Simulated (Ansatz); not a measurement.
**LaMg6Ir: relaxing a made-up structure**

This structure for LaMg6Ir is made up. Its elements were placed in a known structure type with a cell scaled to their sizes. What cell does the guess relax to, and how far off was it?

Calculated with Ansatz 0.2.0; DFT, PBE, plane-wave PAW, files of the set soft_1, scalar-relativistic, no spin, cell and ions relaxed at zero pressure; PAW set soft_1, in the first sound run; inputs show where later runs differ.

## 1. The structure

Symmetry: Amm2, No. 38, orthorhombic system. The conventional cell has a = 5.128 Å, b = 6.588 Å, c = 11.618 Å, α = 90.00°, β = 90.00°, γ = 90.00°. Nearest to Ir lie 2 La at 3.10 Å and 10 Mg at 3.18 to 3.37 Å. Nearest to La lie 2 Ir at 3.10 Å and 10 Mg at 3.21 to 3.47 Å. Nearest to Mg lie 10 Mg at 3.19 to 3.35 Å and 2 La at 3.29 Å. Mg has 8 Mg at 3.12 to 3.47 Å and 2 Ir at 3.18 Å and 2 La at 3.21 to 3.47 Å nearest. Nearest to Mg lie 10 Mg at 3.21 to 3.38 Å and 2 Ir at 3.30 Å. Mg has 8 Mg at 3.18 to 3.41 Å and 2 La at 3.26 Å and 2 Ir at 3.31 to 3.37 Å nearest. Farther neighbours are not listed.

## 2. Relaxation of the guess

The guessed cell has no reason to be at equilibrium. It is relaxed with the atoms, within the space group of the guess.

input.yaml reads:

```yaml
crystal:
  lattice:
    - [5.128, 0.0, 0.0]
    - [0.0, 3.294, 5.809]
    - [0.0, -3.294, 5.809]
  atoms:
    - { symbol: Ir, position: [0.0, 0.8257, 0.8257] }
    - { symbol: La, position: [0.5, 0.6751, 0.6751] }
    - { symbol: Mg, position: [0.5, 0.1712, 0.1712] }
    - { symbol: Mg, position: [0.5, 0.1531, 0.6793] }
    - { symbol: Mg, position: [0.5, 0.6793, 0.1531] }
    - { symbol: Mg, position: [0.0, 0.3381, 0.3381] }
    - { symbol: Mg, position: [0.0, 0.3233, 0.8403] }
    - { symbol: Mg, position: [0.0, 0.8403, 0.3233] }
kpoints:
  mp_grid: { grid: [5, 5, 5] }
scf:
  occupations: { method: fermi_dirac, width: 0.05 }
hamiltonian:
  xc: pbe
  pseudopotentials: { kind: paw, azcp: { folder: soft_1 } }
relax:
  f_tol: 0.015
  max_steps: 70
  cell: {}
output:
  forces: true
  stress: true
```

Command:

```bash
> ansatz run input.yaml --threads 4 --pin off --max-ram 10240MiB --backend cpu --events-out ev --progress --plain --runs-dir out
```

Numbers of over 12 decimals in the logs are rounded to 6 here.

What it wrote:

```text
Engine: ansatz 0.2.0, x86_64-unknown-linux-gnu
Pseudopotentials: kind: paw
Pseudopotential: Ir, paw, valence charge 17, recommended cutoff 420 eV (normal), soft_1/Ir.paw.azcp
Pseudopotential: La, paw, valence charge 11, recommended cutoff 420 eV (normal), soft_1/La.paw.azcp
Pseudopotential: Mg, paw, valence charge 10, recommended cutoff 420 eV (normal), soft_1/Mg.paw.azcp
Functional definition: PBE
  parameter kappa = 0.804
  parameter beta = 0.066725
  exchange = pbe_x(kappa = kappa, mu = beta*pi^2/3)
  correlation = pbe_c(beta = beta)
Crystal: 8 atoms, lattice volume = 196.247 Å³
Basis set: ecut = 420 eV, 3785 PW (Γ), exchange–correlation on 72×90×90 points (8 copies of the dense FFT grid, shifted against one another)
Bands: 53, of which v1, the nominal top of the filled ones, is band 44 counted from 1 (43 counted from 0)
Symmetry: 4 space group operations
Space group: Amm2 (ITA 38), of the structure as read, at distance tolerance 5.8e-5 Å
k-points: 27 of 125 (time reversal used)
Non-local potential: Ir, projectors of the file, l = 0: 3, l = 1: 2, l = 2: 2, l = 3: 1
Non-local potential: La, projectors of the file, l = 0: 3, l = 1: 2, l = 2: 2, l = 3: 3
Non-local potential: Mg, projectors of the file, l = 0: 3, l = 1: 2, l = 2: 1
PAW form: soft (Blöchl's): semilocal exchange-correlation on the pseudo side does not see the compensation charge
PAW one-centre angular grid: Ir, 590 points (default); XC on 64 Gauss nodes
PAW one-centre angular grid: La, 590 points (default); XC on 64 Gauss nodes
PAW one-centre angular grid: Mg, 110 points (default); XC on 64 Gauss nodes
Initial density: superposition of atomic densities (chi_scale 0.1, normalization cell, long waves kept (reshape's long-wave potential 0.01 eV rms))
Initial wavefunctions: pseudopotential atomic-orbital guess
Functional: x = pbe(κ = 0.804, μ = 0.219515), c = pbe(β = 0.066725)
SCF iter   1: F=—  HF=-29740.262135 eV  |F-HF|=—  |Δ(HF+E_count)|=         —  Δρ=2.04e-1  dr2=2.47e2  ethr=3.10e-3  ⟨swp⟩=6.9  Hψ=4916  notcnv=0
preconditioner: auto → Kerker (q_TF=auto, 2.387 Å⁻¹)  [metal: Δε(μ)=0.008 eV  Ē_g=2.462 eV  σ=0.050 eV  W_gap=0.04  n_scr=44 (ndim 8)  ℏωp=13.0 eV  f_vac=0.000  D(μ)=19.39/eV (n_scr^D=264)]
SCF iter   2: F=—  HF=-29730.466287 eV  |F-HF|=—  |Δ(HF+E_count)|=    9.80e0  Δρ=4.90e-2  dr2=1.07e1  ethr=3.10e-3  ⟨swp⟩=3.9  Hψ=3575  notcnv=0
SCF iter   3: F=—  HF=-29730.186889 eV  |F-HF|=—  |Δ(HF+E_count)|=   2.79e-1  Δρ=3.21e-2  dr2=4.00e0  ethr=3.10e-3  ⟨swp⟩=2.2  Hψ=1732  notcnv=0
SCF iter   4: F=—  HF=-29729.870504 eV  |F-HF|=—  |Δ(HF+E_count)|=   3.16e-1  Δρ=1.54e-2  dr2=6.33e-1  ethr=3.10e-3  ⟨swp⟩=3.7  Hψ=2606  notcnv=0
SCF iter   5: F=—  HF=-29729.726896 eV  |F-HF|=—  |Δ(HF+E_count)|=   1.44e-1  Δρ=5.43e-3  dr2=7.92e-2  ethr=7.19e-4  ⟨swp⟩=5.6  Hψ=3477  notcnv=0  defer=1
SCF iter   6: F=—  HF=-29729.702404 eV  |F-HF|=—  |Δ(HF+E_count)|=   2.45e-2  Δρ=9.25e-4  dr2=3.24e-3  ethr=9.00e-5  ⟨swp⟩=6.1  Hψ=2880  notcnv=0  defer=8
SCF iter   7: F=—  HF=-29729.701631 eV  |F-HF|=—  |Δ(HF+E_count)|=   7.73e-4  Δρ=2.75e-4  dr2=2.50e-4  ethr=3.68e-6  ⟨swp⟩=2.6  Hψ=2255  notcnv=0  defer=31
SCF iter   8: F=—  HF=-29729.701565 eV  |F-HF|=—  |Δ(HF+E_count)|=   6.65e-5  Δρ=7.85e-5  dr2=1.49e-5  ethr=2.84e-7  ⟨swp⟩=2.1  Hψ=2070  notcnv=0  defer=31
SCF iter   9: F=—  HF=-29729.701518 eV  |F-HF|=—  |Δ(HF+E_count)|=   4.64e-5  Δρ=2.33e-5  dr2=1.69e-6  ethr=1.69e-8  ⟨swp⟩=2.0  Hψ=2551  notcnv=0  defer=31
SCF iter  10: F=—  HF=-29729.701518 eV  |F-HF|=—  |Δ(HF+E_count)|=   4.69e-7  Δρ=5.92e-6  dr2=1.11e-7  ethr=1.92e-9  ⟨swp⟩=2.0  Hψ=2546  notcnv=0  defer=31
SCF iter  11: F=-29729.701518 eV  HF=-29729.701518 eV  |F-HF|=4.86e-9  |Δ(HF+E_count)|=   3.02e-8  Δρ=1.82e-6  dr2=9.08e-9  ethr=1.14e-10  ⟨swp⟩=4.2  Hψ=4592  notcnv=0
SCF 1 converged in 11 iterations: F = -29729.701518 eV  dr2 = 9.08e-9
  greatest PAW one-centre occupation: 1.000 electrons in one spin orbital (limit 2), on the Mg atom at site 2 (counted from 0), in its partial waves of l = 0
relax step   1: F+E_penalty+E_count = -29729.70151777 eV  Δ(F+E_penalty+E_count) = +0.000e0 eV  max|allowed force component| = 7.457e-1 eV/Å  Δτ_max = 0.0000 Å  P = -3.495 GPa  Ω = 196.247 Å³  (11 SCF iters, dr2 threshold 1.00e-7 eV, accepted)
Crystal: 8 atoms, lattice volume = 181.017 Å³
Basis set: ecut = 420 eV, 3521 PW (Γ), exchange–correlation on 72×90×90 points (8 copies of the dense FFT grid, shifted against one another)
Initial density: handed on by an earlier stage of this run
Initial wavefunctions: those handed on with the density
iter 1 solved again at ethr=2.78e-4 eV; its pass at ethr=3.10e-3 eV (dr2=2.45e-1 eV) is discarded
SCF iter   1: F=—  HF=-29730.028464 eV  |F-HF|=—  |Δ(HF+E_count)|=         —  Δρ=9.08e-3  dr2=2.55e-1  ethr=2.78e-4  ⟨swp⟩=2.1  Hψ=7353  notcnv=0
preconditioner: auto → Kerker (q_TF=auto, 2.419 Å⁻¹)  [metal: Δε(μ)=0.025 eV  Ē_g=3.939 eV  σ=0.050 eV  W_gap=0.12  n_scr=44 (ndim 8)  ℏωp=13.5 eV  f_vac=0.000  D(μ)=5.08/eV (n_scr^D=32)]
SCF iter   2: F=—  HF=-29729.992590 eV  |F-HF|=—  |Δ(HF+E_count)|=   3.59e-2  Δρ=4.10e-3  dr2=5.19e-2  ethr=2.78e-4  ⟨swp⟩=3.9  Hψ=2000  notcnv=0
SCF iter   3: F=—  HF=-29729.982844 eV  |F-HF|=—  |Δ(HF+E_count)|=   9.75e-3  Δρ=9.02e-4  dr2=4.44e-3  ethr=5.89e-5  ⟨swp⟩=2.2  Hψ=1949  notcnv=0
SCF iter   4: F=—  HF=-29729.982035 eV  |F-HF|=—  |Δ(HF+E_count)|=   8.09e-4  Δρ=1.94e-4  dr2=1.50e-4  ethr=5.05e-6  ⟨swp⟩=2.0  Hψ=2023  notcnv=0
SCF iter   5: F=—  HF=-29729.981877 eV  |F-HF|=—  |Δ(HF+E_count)|=   1.58e-4  Δρ=5.24e-5  dr2=9.43e-6  ethr=1.70e-7  ⟨swp⟩=2.0  Hψ=1870  notcnv=0
SCF iter   6: F=-29729.981875 eV  HF=-29729.981875 eV  |F-HF|=3.50e-7  |Δ(HF+E_count)|=   1.25e-6  Δρ=1.41e-5  dr2=5.61e-7  ethr=9.09e-10  ⟨swp⟩=5.0  Hψ=5579  notcnv=0
SCF 2 converged in 6 iterations: F = -29729.981875 eV  dr2 = 5.61e-7
relax step   2: F+E_penalty+E_count = -29729.98187514 eV  Δ(F+E_penalty+E_count) = -2.804e-1 eV  max|allowed force component| = 8.370e-1 eV/Å  Δτ_max = 0.1918 Å  P = +0.341 GPa  Ω = 181.017 Å³  energy of the carried Pulay correction = +1.047e-3 eV  (6 SCF iters, dr2 threshold 8.00e-7 eV, accepted)
Crystal: 8 atoms, lattice volume = 179.045 Å³
Basis set: ecut = 420 eV, 3509 PW (Γ), exchange–correlation on 72×90×90 points (8 copies of the dense FFT grid, shifted against one another)
iter 1 solved again at ethr=1.25e-4 eV; its pass at ethr=3.10e-3 eV (dr2=1.10e-1 eV) is discarded
SCF iter   1: F=—  HF=-29730.126086 eV  |F-HF|=—  |Δ(HF+E_count)|=         —  Δρ=6.28e-3  dr2=1.13e-1  ethr=1.25e-4  ⟨swp⟩=1.8  Hψ=6756  notcnv=0
[...]
relax step   6: F+E_penalty+E_count = -29730.44173845 eV  Δ(F+E_penalty+E_count) = -1.329e-1 eV  max|allowed force component| = 1.761e-1 eV/Å  Δτ_max = 0.0884 Å  P = +0.362 GPa  Ω = 183.348 Å³  energy of the carried Pulay correction = +8.814e-4 eV  (6 SCF iters, dr2 threshold 8.00e-7 eV, accepted)
relax step   7: F+E_penalty+E_count = -29730.55337120 eV  Δ(F+E_penalty+E_count) = -1.116e-1 eV  max|allowed force component| = 1.366e-1 eV/Å  Δτ_max = 0.0966 Å  P = +0.487 GPa  Ω = 184.473 Å³  energy of the carried Pulay correction = +8.022e-4 eV  (7 SCF iters, dr2 threshold 8.00e-7 eV, accepted)
relax step   8: F+E_penalty+E_count = -29730.62714403 eV  Δ(F+E_penalty+E_count) = -7.377e-2 eV  max|allowed force component| = 5.997e-2 eV/Å  Δτ_max = 0.0724 Å  P = +0.362 GPa  Ω = 185.974 Å³  energy of the carried Pulay correction = +6.972e-4 eV  (6 SCF iters, dr2 threshold 8.00e-7 eV, accepted)
relax step   9: F+E_penalty+E_count = -29730.64701824 eV  Δ(F+E_penalty+E_count) = -1.987e-2 eV  max|allowed force component| = 1.439e-1 eV/Å  Δτ_max = 0.0488 Å  P = -0.162 GPa  Ω = 188.860 Å³  energy of the carried Pulay correction = +4.975e-4 eV  (7 SCF iters, dr2 threshold 8.00e-7 eV, accepted)
relax step  10: F+E_penalty+E_count = -29730.65690134 eV  Δ(F+E_penalty+E_count) = -9.883e-3 eV  max|allowed force component| = 3.615e-2 eV/Å  Δτ_max = 0.0299 Å  P = -0.031 GPa  Ω = 188.645 Å³  energy of the carried Pulay correction = +5.123e-4 eV  (6 SCF iters, dr2 threshold 8.00e-7 eV, accepted)
relax step  11: F+E_penalty+E_count = -29730.65735793 eV  Δ(F+E_penalty+E_count) = -4.566e-4 eV  max|allowed force component| = 2.208e-2 eV/Å  Δτ_max = 0.0100 Å  P = -0.014 GPa  Ω = 188.306 Å³  energy of the carried Pulay correction = +5.356e-4 eV  (6 SCF iters, dr2 threshold 8.17e-8 eV, accepted)
relax step  12: F+E_penalty+E_count = -29730.65763159 eV  Δ(F+E_penalty+E_count) = -2.737e-4 eV  max|allowed force component| = 3.703e-3 eV/Å  Δτ_max = 0.0069 Å  P = -0.001 GPa  Ω = 188.312 Å³  energy of the carried Pulay correction = +5.352e-4 eV  (6 SCF iters, dr2 threshold 3.05e-8 eV, accepted)
relax step  13: F+E_penalty+E_count = -29730.67228182 eV  Δ(F+E_penalty+E_count) = -1.465e-2 eV  max|allowed force component| = 2.724e-3 eV/Å  Δτ_max = 0.0000 Å  P = +0.152 GPa  Ω = 188.312 Å³  stress off target by 4.38e-1 GPa  SCF on the basis re-selected at this cell (its energy is not comparable with the rows above)  (8 SCF iters)
relax step  14: F+E_penalty+E_count = -29730.67545355 eV  Δ(F+E_penalty+E_count) = -3.172e-3 eV  max|allowed force component| = 3.359e-2 eV/Å  Δτ_max = 0.0147 Å  P = +0.115 GPa  Ω = 189.094 Å³  energy of the carried Pulay correction = -5.323e-5 eV  (6 SCF iters, dr2 threshold 4.80e-7 eV, accepted)
relax step  15: F+E_penalty+E_count = -29730.67579883 eV  Δ(F+E_penalty+E_count) = -3.453e-4 eV  max|allowed force component| = 7.908e-3 eV/Å  Δτ_max = 0.0080 Å  P = -0.076 GPa  Ω = 189.809 Å³  energy of the carried Pulay correction = -1.033e-4 eV  (6 SCF iters, dr2 threshold 7.05e-8 eV, accepted)
relax step  16: F+E_penalty+E_count = -29730.67592877 eV  Δ(F+E_penalty+E_count) = -1.299e-4 eV  max|allowed force component| = 7.144e-4 eV/Å  Δτ_max = 0.0024 Å  P = +0.003 GPa  Ω = 189.510 Å³  energy of the carried Pulay correction = -8.213e-5 eV  (6 SCF iters, dr2 threshold 2.84e-8 eV, accepted)
iter 1 solved again at ethr=2.70e-7 eV; its pass at ethr=3.10e-3 eV (dr2=2.37e-4 eV) is discarded
SCF iter   1: F=—  HF=-29730.675284 eV  |F-HF|=—  |Δ(HF+E_count)|=         —  Δρ=2.33e-4  dr2=2.22e-6  ethr=2.70e-7  ⟨swp⟩=3.1  Hψ=8448  notcnv=0
preconditioner: auto → Kerker (q_TF=auto, 2.401 Å⁻¹)  [metal: Δε(μ)=0.028 eV  Ē_g=3.864 eV  σ=0.050 eV  W_gap=0.14  n_scr=44 (ndim 8)  ℏωp=13.2 eV  f_vac=0.000  D(μ)=4.93/eV (n_scr^D=28)]
SCF iter   2: F=—  HF=-29730.675873 eV  |F-HF|=—  |Δ(HF+E_count)|=   5.90e-4  Δρ=1.18e-4  dr2=5.57e-7  ethr=2.52e-9  ⟨swp⟩=2.4  Hψ=2521  notcnv=0
SCF iter   3: F=—  HF=-29730.676008 eV  |F-HF|=—  |Δ(HF+E_count)|=   1.34e-4  Δρ=2.18e-6  dr2=6.18e-9  ethr=6.32e-10  ⟨swp⟩=2.0  Hψ=1845  notcnv=0
SCF iter   4: F=—  HF=-29730.676008 eV  |F-HF|=—  |Δ(HF+E_count)|=   2.70e-8  Δρ=1.07e-6  dr2=4.71e-9  ethr=7.02e-12  ⟨swp⟩=2.2  Hψ=2396  notcnv=0
SCF iter   5: F=—  HF=-29730.676008 eV  |F-HF|=—  |Δ(HF+E_count)|=  2.07e-10  Δρ=3.43e-7  dr2=4.51e-10  ethr=5.35e-12  ⟨swp⟩=2.0  Hψ=1661  notcnv=0
SCF iter   6: F=-29730.676008 eV  HF=-29730.676008 eV  |F-HF|=3.27e-11  |Δ(HF+E_count)|=  5.46e-11  Δρ=1.21e-7  dr2=5.01e-11  ethr=1.00e-12  ⟨swp⟩=5.0  Hψ=5451  notcnv=0
SCF 17 converged in 6 iterations: F = -29730.676008 eV  dr2 = 5.01e-11
relax step  17: F+E_penalty+E_count = -29730.67600793 eV  Δ(F+E_penalty+E_count) = -7.916e-5 eV  max|allowed force component| = 7.121e-4 eV/Å  Δτ_max = 0.0000 Å  P = +0.003 GPa  Ω = 189.510 Å³  stress off target by 6.50e-3 GPa  SCF on the basis re-selected at this cell (its energy is not comparable with the rows above)  (6 SCF iters)
basis re-selected at this cell: Δ(F+E_penalty+E_count) = -7.916e-5 eV, ΔP = -0.000 GPa vs the last step (what re-selecting the basis moved, of the pressure what is left beyond the Pulay correction that the steps carried, after the strain that the cell walked since its last selection, with what the two solves' SCF thresholds leave and, on support functions, any second-order correction that the steps lacked; it is no m [...]
SCF converged after 6 iterations
Free energy (F): -29730.676008 eV
Harris-Foulkes:  -29730.676008 eV  (|F-HF|=3.27e-11)
Internal energy: -29730.635724 eV  (E = F + TS)
E sigma→0 (E₀):  -29730.655866 eV
Entropy (-TS):   -0.040284 eV (-5.036 meV/atom)
Fermi energy:    7.822072 eV
--- Per-component energies (eV) ---
  E_band       = -2438.852192
  E_kinetic    = 1142.590420
  E_local      = -13207.711072  (includes V_loc(G=0)·N_el)
  E_nonlocal   = 1451.380010
  E_hartree    = 4697.077468
  E_xc         = -528.646116
  E_vxc        = -602.185655  (∫ρ·V_xc dr)
  E_paw        = -16489.104782  (= ΣΔE_a)
  E_vpaw       = -617.080838  (= ΣTr[D̂ρ^β])
  E_aug_tail   = -0.000554  (compensation charges beyond the density's cutoff)
  E_ewald      = -6796.221099
  E_smearing   = -0.040284  (= −TS)
  E_closure    = 0.000000  (closes the sum)
  Σ components = -29730.676008   (vs F -29730.676008, Δ=0.00e0)
--- Forces (eV/Å), atoms counted from 1 ---
  atom   1  Ir     0.00000000    -0.00000000    -0.00054166
  atom   2  La    -0.00000000    -0.00000000     0.00031733
  atom   3  Mg    -0.00000000    -0.00000000    -0.00023825
  atom   4  Mg    -0.00000000     0.00040564    -0.00028890
  atom   5  Mg    -0.00000000    -0.00040564    -0.00028890
  atom   6  Mg     0.00000000     0.00000000    -0.00004691
  atom   7  Mg     0.00000000    -0.00071205     0.00054322
  atom   8  Mg     0.00000000     0.00071205     0.00054322
  max |Σ_I F_I| component: 8.31e-7 eV/Å
--- Stress (GPa, compression-positive) ---
        0.000367      -0.000000      -0.000000
       -0.000000       0.006504       0.000000
       -0.000000       0.000000       0.002039
  P = ⅓ Tr σ = 0.0030 GPa (0.030 kbar)
--- Relaxed structure (15 steps of the walk, 15 accepted, 2 SCFs on fresh bases) ---
  F+E_penalty+E_count = -29730.67600793 eV   max|allowed force component| = 7.121e-4 eV/Å   (the final SCF, on the basis selected at the relaxed cell)
  cell:  # Å, volume = 189.5102 Å³
    - [4.441873, 0, 5.213478908428287e-17]
    - [5.905830534138052e-17, 3.073421, 6.940878]
    - [5.905830534138052e-17, -3.073421, 6.940878]
  atoms:
    - { symbol: Ir, position: [1.9383571506176707e-17, 0.877075, 0.877075] }
    - { symbol: La, position: [0.5, 0.725488, 0.725488] }
    - { symbol: Mg, position: [0.5, 0.140354, 0.140354] }
    - { symbol: Mg, position: [0.5, 0.170734, 0.679260] }
    - { symbol: Mg, position: [0.5, 0.679260, 0.170734] }
    - { symbol: Mg, position: [-1.186035452368565e-17, 0.306665, 0.306665] }
    - { symbol: Mg, position: [-1.0767190312867555e-17, 0.307054, 0.799471] }
    - { symbol: Mg, position: [-1.0767190312867553e-17, 0.799471, 0.307054] }
```

Wall time 68 s (4 threads of AMD EPYC 7B13 (Zen 3), shared host); peak memory 0.73 GiB; 4.4 min of CPU time.

Relaxation path:

| step | energy less that of the first step (eV) | largest force component (eV/Å) | pressure (GPa) | volume (Å³) |
| --- | --- | --- | --- | --- |
| 1 | 0.0000 | 0.7457 | -3.49 | 196.25 |
| 2 | -0.2804 | 0.8370 | 0.34 | 181.02 |
| 3 | -0.3976 | 0.4506 | 0.50 | 179.05 |
| 4 | -0.5138 | 0.3573 | 0.85 | 178.12 |
| 5 | -0.6074 | 0.3427 | 0.95 | 180.62 |
| 6 | -0.7402 | 0.1761 | 0.36 | 183.35 |
| 7 | -0.8519 | 0.1366 | 0.49 | 184.47 |
| 8 | -0.9256 | 0.0600 | 0.36 | 185.97 |
| 9 | -0.9455 | 0.1439 | -0.16 | 188.86 |
| 10 | -0.9554 | 0.0362 | -0.03 | 188.65 |
| 11 | -0.9558 | 0.0221 | -0.01 | 188.31 |
| 12 | -0.9561 | 0.0037 | 0.00 | 188.31 |
| 13* | -0.9708 | 0.0027 | 0.15 | 188.31 |
| 14 | -0.9739 | 0.0336 | 0.11 | 189.09 |
| 15 | -0.9743 | 0.0079 | -0.08 | 189.81 |
| 16 | -0.9744 | 0.0007 | 0.00 | 189.51 |
| 17* | -0.9745 | 0.0007 | 0.00 | 189.51 |

Relaxation steps marked * repeat the geometry before them on a plane-wave basis chosen anew for their cell, so energy and pressure can jump there.

The run keeps the 4 symmetry operations that it works with, so distortions that break them were not tested.

| cell as run | before | after | change |
| --- | --- | --- | --- |
| a (Å) | 5.128 | 4.442 | -13.4 % |
| b (Å) | 6.678 | 7.591 | +13.7 % |
| c (Å) | 6.678 | 7.591 | +13.7 % |
| α (°) | 59.11 | 47.77 | -19.2 % |
| volume (Å³/atom) | 24.53 | 23.69 | -3.4 % |

The atoms that moved most (Å, as changes of fractional coordinates times the final cell):

| atom | dx | dy | dz | length |
| --- | --- | --- | --- | --- |
| Ir1 | 0.000 | 0.000 | 0.713 | 0.713 |
| La2 | 0.000 | 0.000 | 0.699 | 0.699 |
| Mg6 | 0.000 | 0.000 | -0.436 | 0.436 |
| Mg3 | 0.000 | 0.000 | -0.428 | 0.428 |
| Mg7 | 0.000 | 0.076 | -0.396 | 0.403 |
| Mg8 | 0.000 | -0.076 | -0.396 | 0.403 |
| Mg4 | 0.000 | 0.054 | 0.122 | 0.134 |
| Mg5 | 0.000 | -0.054 | 0.122 | 0.134 |

Numbers from this step:

```yaml
free_energy: -29730.6760 eV
energy_at_zero_smearing: -29730.6559 eV
smearing_term_ts: 0.04028 eV
fermi_energy: 7.822 eV
electrons: 88
symmetry_operations: 4
pressure: 0.002970 GPa
```

Shortest distances by pair of elements, guess and relaxed (not always the same contact):

| pair | guess (Å) | relaxed (Å) |
| --- | --- | --- |
| Ir–Mg | 3.180 | 2.767 |
| Mg–Mg | 3.121 | 2.847 |
| Ir–La | 3.104 | 3.060 |
| La–Mg | 3.207 | 3.155 |
| Ir–Ir | 5.128 | 4.442 |

The relaxation ends with a largest force component of 7.1e-4 eV/Å and a pressure of 0.00 GPa.

(Continued in part 2 of 2.)

[Logs are printed without paths, hosts, clocks, repeated set-up lines and the standing remarks that a program may print on its own settings, such as how far it seeks lower states.]

[Hosts, paths, dates, database ids (printed as entryN), source tags and the programs' standing remarks are cut or masked in the printed files.]
